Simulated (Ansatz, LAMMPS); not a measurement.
# Squeezing and shearing glassy 88SiO2-4K2O-4Li2O-4MgO (mol %) (71 atoms), part 4 of 4

How stiff is glassy 88SiO2-4K2O-4Li2O-4MgO (mol %) (71 atoms), and how do its levels respond to strain?

Ansatz 0.2.0; Kohn-Sham DFT, RPBE, PAW (set soft_2), plane waves.

The cell: 21 Si, 2 K, 2 Li, 1 Mg and 45 O. The quench rate of 10 K/ps is many orders above laboratory rates. The starting topology of bonds comes from the classical model. Sampling is at Γ alone.

So far. Step 11 (Compressed by 1 % along x): The relaxation converged after 6 steps, 0.0512 eV below its start, with a largest force component of 0.039 eV/Å. Step 11 (Compressed by 1 % along x): Compressed by 1 % along x: the energy stands 0.0296 eV above that of the reference, at a pressure of 0.559 GPa.

### Step 12. Sheared by 2 % in xy

A shear of the relaxed cell gives the modulus that volume changes can't reach.

input.yaml reads:

```yaml
crystal:
  lattice:
    - [10.12679, -0.03017, 0.32989]
    - [-0.03351, 9.79261, 0.12588]
    - [0.33115, 0.12918, 10.17103]
  atoms:
    [... the 71 atom lines of step 4 ...]
kpoints:
  mp_grid: { grid: [1, 1, 1] }
hamiltonian:
  xc: rpbe
scf:
  occupations: { method: fermi_dirac, width: 0.05 }
output:
  forces: true
  eigenvalues: true
  stress: true
relax:
  f_tol: 0.05
  max_steps: 70
```

On the command line:

```sh
$ ansatz run input.yaml --threads 4 --pin off --max-ram 8192MiB --backend cpu --events-out ev --progress --plain --runs-dir out
```

Numbers of over 12 decimals in the logs are rounded to 6 here.

The program printed:

```text
[...]
Crystal: 71 atoms, lattice volume = 1007.390 Å³
Basis set: ecut = 420 eV, 19685 PW (Γ), exchange–correlation on 144×144×144 points (8 copies of the dense FFT grid, shifted against one another)
Bands: 265, of which v1, the nominal top of the filled ones, is band 194 counted from 1 (193 counted from 0)
Symmetry: 1 space group operations
[...]
k-points: 1
[...]
SCF iter   1: F=—  HF=-44530.978426 eV  |F-HF|=—  |Δ(HF+E_count)|=         —  Δρ=3.55e-3  dr2=1.34e-1  ethr=1.77e-3  ⟨swp⟩=6.0  Hψ=1258  notcnv=0  defer=41
[...]
SCF iter   5: F=—  HF=-44530.967229 eV  |F-HF|=—  |Δ(HF+E_count)|=   9.70e-5  Δρ=1.13e-4  dr2=1.22e-4  ethr=1.74e-7  ⟨swp⟩=2.0  Hψ=407  notcnv=0  defer=64
SCF iter   6: F=-44530.967312 eV  HF=-44530.967307 eV  |F-HF|=5.06e-6  |Δ(HF+E_count)|=   7.78e-5  Δρ=3.47e-5  dr2=1.19e-5  ethr=1.61e-8  ⟨swp⟩=13.0  Hψ=1570  notcnv=0
SCF 1 converged in 6 iterations: F = -44530.967312 eV  dr2 = 1.19e-5
[...]
relax step   1: F+E_penalty+E_count = -44530.96731172 eV  Δ(F+E_penalty+E_count) = +0.000e0 eV  max|allowed force component| = 6.316e-1 eV/Å  Δτ_max = 0.0000 Å  (6 SCF iters, dr2 threshold 6.25e-5 eV, accepted)
[...]
relax step   2: F+E_penalty+E_count = -44531.02611931 eV  Δ(F+E_penalty+E_count) = -5.881e-2 eV  max|allowed force component| = 4.021e-1 eV/Å  Δτ_max = 0.0334 Å  (5 SCF iters, dr2 threshold 2.49e-5 eV, accepted)
[...]
relax step   3: F+E_penalty+E_count = -44531.05855642 eV  Δ(F+E_penalty+E_count) = -3.244e-2 eV  max|allowed force component| = 1.275e-1 eV/Å  Δτ_max = 0.0639 Å  (6 SCF iters, dr2 threshold 1.01e-5 eV, accepted)
relax step   4: F+E_penalty+E_count = -44531.06424307 eV  Δ(F+E_penalty+E_count) = -5.687e-3 eV  max|allowed force component| = 5.892e-2 eV/Å  Δτ_max = 0.0576 Å  (7 SCF iters, accepted)
relax step   5: F+E_penalty+E_count = -44531.02699277 eV  Δ(F+E_penalty+E_count) = +3.725e-2 eV  max|allowed force component| = 3.293e-1 eV/Å  Δτ_max = 0.0827 Å  (9 SCF iters, rejected (line search))
[...]
relax step   6: F+E_penalty+E_count = -44531.06947388 eV  Δ(F+E_penalty+E_count) = -5.231e-3 eV  max|allowed force component| = 2.678e-2 eV/Å  Δτ_max = 0.0205 Å  (9 SCF iters, accepted)
SCF converged after 9 iterations
Free energy (F): -44531.069474 eV
[...]
Internal energy: -44531.069474 eV  (E = F + TS)
E sigma→0 (E₀):  -44531.069474 eV
Fermi energy:    5.421530 eV
[...]
Σ components = -44531.069474   (vs F -44531.069474, Δ=0.00e0)
--- Forces (eV/Å), atoms counted from 1 ---
  atom   1  Si    -0.00678916    -0.00414017     0.00531312
  atom   2  Si    -0.00547928    -0.00237732     0.00413786
  atom   3  Si    -0.01814739    -0.00780748     0.00159801
  atom   4  Si    -0.00644922    -0.00474391    -0.01849918
[...]
atom  71  O      0.00790665    -0.00035738     0.00476518
  max |Σ_I F_I| component: 3.45e-5 eV/Å
--- Stress (GPa, compression-positive) ---
       -0.180139      -0.736994      -0.009499
       -0.736993      -0.247585      -0.011629
       -0.009500      -0.011626      -0.154211
  P = ⅓ Tr σ = -0.1940 GPa (-1.940 kbar)
--- Band table (eV) ---
[...]
--- Relaxed structure (6 steps of the walk, 5 accepted, 0 SCFs on fresh bases) ---
  F+E_penalty+E_count = -44531.06947388 eV   max|allowed force component| = 2.678e-2 eV/Å
  atoms:
    - { symbol: Si, position: [0.301507, 0.770464, 0.209871] }
    - { symbol: Si, position: [0.905042, 0.801888, 0.886107] }
    - { symbol: Si, position: [0.929466, 0.469791, 0.478847] }
    - { symbol: Si, position: [0.830683, 0.976253, 0.642844] }
[...]
- { symbol: O, position: [0.018792, 0.912518, 0.937503] }
```

Wall time 29 s (4 threads of Intel Xeon Platinum 8488C (Sapphire Rapids), shared host); peak memory 1.3 GiB.

The relaxation converged after 6 steps, 0.102 eV below its start, with a largest force component of 0.027 eV/Å.

Sheared by 2 % in xy: the energy stands 0.0395 eV above that of the reference, at a pressure of -0.194 GPa.

### Step 13. Pressure against volume

Atoms are relaxed at each volume, in the scaled cell.

```tsv
volume change (%)	volume (Å³/atom)	energy change (meV/atom)	pressure (GPa)	largest move on relaxing (Å)	bonds	gap (eV)
-10	12.771	25.02	6.36	1.04	109	4.33
-6	13.339	8.00	3.34	1.07	108	4.19
-3	13.764	2.05	1.66	0.30	106	3.61
+0	14.190	0.00	-0.01	-	104	3.40
+3	14.616	2.18	-1.68	0.18	103	3.23
+6	15.041	7.84	-3.00	0.66	103	3.07
```

### Step 14. Uniaxial strain and shear

Stress (GPa, compression positive) less that of the relaxed cell, atoms relaxed:

```tsv
strain	xx	yy	zz	xy	energy change (meV/atom)
stretched by 1 % along x	-1.152	-0.418	-0.244	-0.073	0.53
compressed by 1 % along x	1.140	0.360	0.216	0.050	0.42
sheared by 2 % in xy	-0.162	-0.242	-0.139	-0.738	0.56
```

### Step 15. What came out

The bulk modulus, from the slope of pressure against ln V over the three points nearest the relaxed volume, is 55.7 GPa; between neighbouring points the slope runs 69, 53, 55, 56 and 46 GPa from the smallest volume up, without a steady fall, so no pressure derivative is given. The count of bonds runs from 103 to 109 over the series, so at some points contacts cross the cutoffs. At -10 %, -6 % and +6 % some atom moved by over 0.5 Å on relaxing, so those points may sit in another local minimum. The gap goes from 4.33 eV at the smallest volume to 3.07 eV at the largest, -8.4 eV per unit of ln V by a straight line, on the run's k-points. In the Cartesian axes of the cell, finite differences give C11 = 115, C12 = 38.9, C13 = 23.0 and C66 = 36.9 GPa (the shear of 2 % is the engineering strain, εxy = 0.01). The mean of C11, C12 and C13, which equals the bulk modulus in a cubic or isotropic solid, is 58.8 GPa: it agrees with the bulk modulus within 10 %. For an isotropic solid C66 would equal (C11 − C12)/2 = 37.9 GPa; so small a sample needn't be isotropic, and C66 rests on one shear. With the bulk modulus and C66 as K and G, Young's modulus would be about 91 GPa and Poisson's ratio 0.23.

**Limits.** Strains are finite and relaxations stop at the force tolerance of the input, which can leave moduli too stiff; they are those of a static cell at zero temperature. Volumes are changed with the cell's shape held, so in an anisotropic solid the modulus lies over the one under free hydrostatic load. The program notes that the SCF threshold of the relaxations is loose for the stress.

The DFT runs together took 7.3 min of wall time.

[Logs are printed without paths, hosts, clocks, repeated set-up lines and the standing remarks that a program may print on its own settings, such as how far it seeks lower states.]

[Hosts, paths, dates, database ids (printed as entryN), source tags and the programs' standing remarks are cut or masked in the printed files.]
